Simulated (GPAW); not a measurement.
# Optical response of TiC, part 2 of 2

Aim: the dielectric function of TiC, and the optical constants that follow from it. The cell comes from an older database entry, whose edges can differ from later determinations, mostly by under a per cent.

GPAW 26.7.0; DFT, PBE, plane-wave PAW (GPAW data sets), scalar-relativistic, RPA, optical limit.

So far. Step 2 (Ground state): There are states at the Fermi level within the smearing, so the occupations stay smeared and the carriers get a Drude term.

The database entry behind the starting cell differs from later determinations by our own check (0.1 to 0.3 % short, probably kX units), so it need not match the best structure at ambient conditions.

## 4. Dielectric function, RPA (continued)

Some rows of df_x.csv (energy; Re and Im without local fields; Re and Im with them):

```text
0.000000, 4509.636960, -0.000000, 4509.449322, -0.000000
0.619237, -2.788438, 24.092021, -2.845554, 24.011024
1.279498, 6.789259, 17.806075, 6.792295, 17.767908
1.984998, 8.006180, 15.091719, 8.005628, 15.082870
2.740552, 5.721259, 14.522195, 5.734970, 14.514234
3.551683, 3.051478, 11.587316, 3.044658, 11.614658
4.424758, 1.920795, 10.929656, 1.897504, 10.954278
5.367152, -0.944082, 10.651285, -0.976741, 10.651917
6.387465, -0.926415, 6.788305, -0.864881, 6.809607
7.495775, -2.526041, 4.757764, -2.553375, 4.923577
8.703980, -1.441927, 4.324922, -1.563642, 4.500147
10.026223, -1.955706, 2.481970, -2.251486, 2.605296
11.479449, -0.011126, 1.307923, -0.313975, 1.180242
13.084136, 0.614641, 2.725386, 0.336993, 2.377365
14.865263, -0.613348, 1.977185, -0.577464, 1.752230
16.853625, -0.404997, 1.496977, -0.267939, 1.348843
19.087623, -0.396594, 1.298117, -0.019216, 1.384806
21.615770, -0.094822, 0.402346, -0.264257, 0.592526
24.500258, 0.402884, 0.435773, 0.248842, 0.427041
27.822136, 0.611032, 0.189520, 0.455052, 0.204064
31.689054, 1.217817, 0.255359, 0.817817, 0.191586
```

Sum at mesh points, not converged in k. Table of Im ε, E ∥ x by photon energy; read off at these points:

```csv
photon energy (eV),"Im ε, E ∥ x"
2.0,15.1
4.0,11.4
6.0,7.76
6.9,8.94
8.0,5.10
10.0,2.65
12.0,1.58
14.0,2.40
16.0,1.43
18.0,1.09
20.0,1.11
22.0,0.502
24.0,0.411
26.0,0.335
28.0,0.197
30.0,0.139
32.0,0.180
34.0,0.436
36.0,0.487
```

Values under 1 per cm are given as 1; sum at mesh points, not converged in k. Absorption coefficient, E ∥ x against photon energy:

```csv
photon energy (eV),"absorption coefficient, E ∥ x (1/cm)"
1.99,4.3e5
3.98,8.8e5
6.02,1.3e6
8.03,1.6e6
10.03,1.7e6
12.02,1.0e6
14.04,1.6e6
16.03,1.5e6
18.05,1.4e6
20.06,1.7e6
22.02,1.2e6
24.04,8.7e5
25.94,8.1e5
28.00,4.0e5
30.07,2.5e5
31.90,3.2e5
34.10,7.6e5
36.00,9.1e5
```

Sum at mesh points, not converged in k. The Im ε, E ∥ x by photon energy; read off at these points:

```csv
photon energy (eV),without local fields,with local fields
1,22.2,22.1
2,15.1,15.1
3,14.7,14.7
4,11.4,11.4
5,11.1,11.1
6,7.77,7.76
7,8.51,8.68
8,4.91,5.10
9,4.28,4.46
10,2.53,2.65
11,1.34,1.29
12,1.73,1.58
13,2.58,2.29
14,2.69,2.40
15,1.89,1.67
16,1.65,1.43
17,1.46,1.31
18,1.27,1.09
19,1.33,1.37
20,0.874,1.11
21,0.630,0.885
22,0.374,0.502
23,0.421,0.508
24,0.411,0.411
25,0.455,0.428
26,0.344,0.335
27,0.236,0.244
28,0.185,0.197
29,0.148,0.159
30,0.138,0.139
31,0.221,0.182
32,0.260,0.180
33,0.563,0.282
34,1.03,0.436
35,1.62,0.471
36,2.23,0.487
```

The loss function −Im 1/ε at q → 0, E ∥ x has structure finer than the step of the table below, so its rows give means over 1 eV, whole bins alone (the curve runs from 0.305 to 36 eV). Peaks (eV: height): 11.6: 0.794, 23.7: 2.17, 26.1: 1.98.

Sum at mesh points, not converged in k. The loss function −Im 1/ε at q → 0, E ∥ x by energy loss; means over each step:

```csv
energy loss (eV),"loss function −Im 1/ε at q → 0, E ∥ x"
1,0.0431
2,0.0515
3,0.0650
4,0.0832
5,0.0902
6,0.125
7,0.125
8,0.181
9,0.193
10,0.223
11,0.470
12,0.642
13,0.434
14,0.430
15,0.537
16,0.669
17,0.728
18,0.873
19,0.760
20,0.857
21,1.05
22,1.83
23,1.99
24,1.97
25,1.70
26,1.81
27,1.19
28,0.770
29,0.477
30,0.290
31,0.272
32,0.241
33,0.260
34,0.386
35,0.434
```

The reflectivity at normal incidence, E ∥ x has structure finer than the step of the table below, so its rows give means over 1 eV, whole bins alone (the curve runs from 0.305 to 36 eV). Peaks (eV: height): 7.3: 49.7, 10.1: 48.5, 14.8: 28.5, 21.5: 30.9.

Sum at mesh points, not converged in k. Table of reflectivity at normal incidence, E ∥ x by photon energy; means over each step:

photon energy (eV), reflectivity at normal incidence, E ∥ x (%) and a bar:
```
        1       52.0 ##############################
        2       44.6 ##########################
        3       44.0 #########################
        4       41.1 ########################
        5       42.9 #########################
        6       41.9 ########################
        7       44.1 #########################
        8       41.0 ########################
        9       41.2 ########################
       10       47.8 ############################
       11       41.0 ########################
       12       16.8 ##########
       13       18.3 ##########
       14       24.4 ##############
       15       26.9 ###############
       16       22.0 #############
       17       22.3 #############
       18       18.2 ##########
       19       17.8 ##########
       20       22.6 #############
       21       26.1 ###############
       22       25.5 ###############
       23       16.3 #########
       24       12.3 #######
       25        9.7 #####
       26        9.7 #####
       27        5.9 ###
       28        3.8 ##
       29        2.3 #
       30        1.1 
       31        0.6 
       32        0.4 
       33        0.5 
       34        1.1 
       35        1.4 #
```

Optical constants at common wavelengths, from n + ik = √ε:

```csv
wavelength (nm),n,k,R (%),1/α
1064,3.69,2.720,49.8,31 nm
800,3.64,2.349,46.2,27 nm
633,3.54,2.136,43.8,24 nm
450,3.27,2.227,43.6,16 nm
365,2.71,2.277,42.8,13 nm
308,2.62,2.165,41.1,11 nm
248,2.44,2.274,42.6,8.7 nm
```

In reflection the computed colour is light grey: x = 0.312, y = 0.332, luminous reflectivity 44 %.

## 5. What came out

```
centre of weight of the strongest loss peak in the window, first axis : 24.0 eV
```

**Reading.** At this level (PBE, RPA) TiC is a metal. The mesh is too coarse to trust the carriers' weight, the reflectivity or the colour to better than tens of per cent. In reflection the computed colour is light grey: x = 0.312, y = 0.332, luminous reflectivity 44 %. The carriers' damping of 0.05 eV is typed, not computed; it shapes the response at the lowest energies. In this version of GPAW the matrix elements of the optical limit are incomplete, which can lower ε − 1 by up to a tenth where first-row anions or d states rule, and shift it by more in d metals. GPAW's carrier term has the form −ωp²/(ω + i·rate)², which damps like twice the rate and fails at low energy, so the curves leave the lowest energies out. The sum runs over mesh points 0.14 Å⁻¹ apart with no interpolation, so peaks are partly noise of the mesh, and the Drude plasma energy, a sum over the Fermi surface, isn't converged.

[Machine, clock and banner lines and Python warnings are left out of the logs.]

[Logs are printed without paths, hosts, clocks, repeated set-up lines and the standing remarks that a program may print on its own settings, such as how far it seeks lower states.]

[Hosts, paths, dates, database ids (printed as entryN), source tags and the programs' standing remarks are cut or masked in the printed files.]
